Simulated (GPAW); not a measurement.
## LiCl (Fm-3m): how ε∞ follows the gap

The empty bands of LiCl (Fm-3m) are shifted up rigidly by Δ, and ε∞ is computed for each shift.

Cell: a, b, c = 3.627, 3.627, 3.627 Å (primitive vectors), 2 atoms.

Method: GPAW 26.7.0, PBE, RPA, k-mesh 12×12×12, local fields up to 50 eV, Lorentzian half width 0.15 eV.

Launch of the response step: `OMP_NUM_THREADS=1 python df.py`. The series took 74 s in all, its band step included, on 1 thread of Arm Neoverse V1, on a shared host.

| Δ (eV) | ε∞ |
| --- | --- |
| 0.00 | 2.734 |
| 0.40 | 2.674 |
| 0.80 | 2.618 |
| 1.20 | 2.566 |
| 1.60 | ? |
| 2.00 | 2.472 |

With one effective transition at E₀ and fixed dipole strength, ε∞ − 1 = A/(E₀ + Δ), so 1/(ε∞ − 1) is linear in Δ.

Working, on the rows shown:

| x = Δ (eV) | y = 1/(ε∞ − 1) |
| --- | --- |
| 0 | 0.576701 |
| 0.4 | 0.597372 |
| 0.8 | 0.618047 |
| 1.2 | 0.63857 |
| 2 | 0.679348 |

Means: x̄ = 0.88, ȳ = 0.62201. Σ(x − x̄)(y − ȳ) = 0.1215, Σ(x − x̄)² = 2.368. Slope = 0.1215 / 2.368 = 0.05132; intercept = ȳ − slope · x̄ = 0.57684. Turned back into ε∞, the line misses the rows shown by at most 0.00043.

Task: Predict the last column of the withheld row from the fit.

Result: At x = 1.6 the line gives y = 0.65896, that is 2.518. The run gave 2.517, so the interpolation is off by 0.00054, 0.2 % of the range in the table.

Refitted with all rows, the slope is 0.05137 and the intercept 0.57683. These give E₀ = intercept/slope = 11.2 eV, far above the least direct gap of 6.32 eV: most of the screening comes from transitions well over the edge. Over the first step ε∞ falls by 6 % per eV. The cell comes from an older database entry, whose edges can be off by a per cent or so. Excitons are left out; PBE gaps are as a rule too small. The values come from a sum over the points of one k-mesh and carry its error, which grows as the direct gap shrinks. The local-field cutoff holds few shells of reciprocal vectors for this small cell, so ε∞ can read a few per cent high.
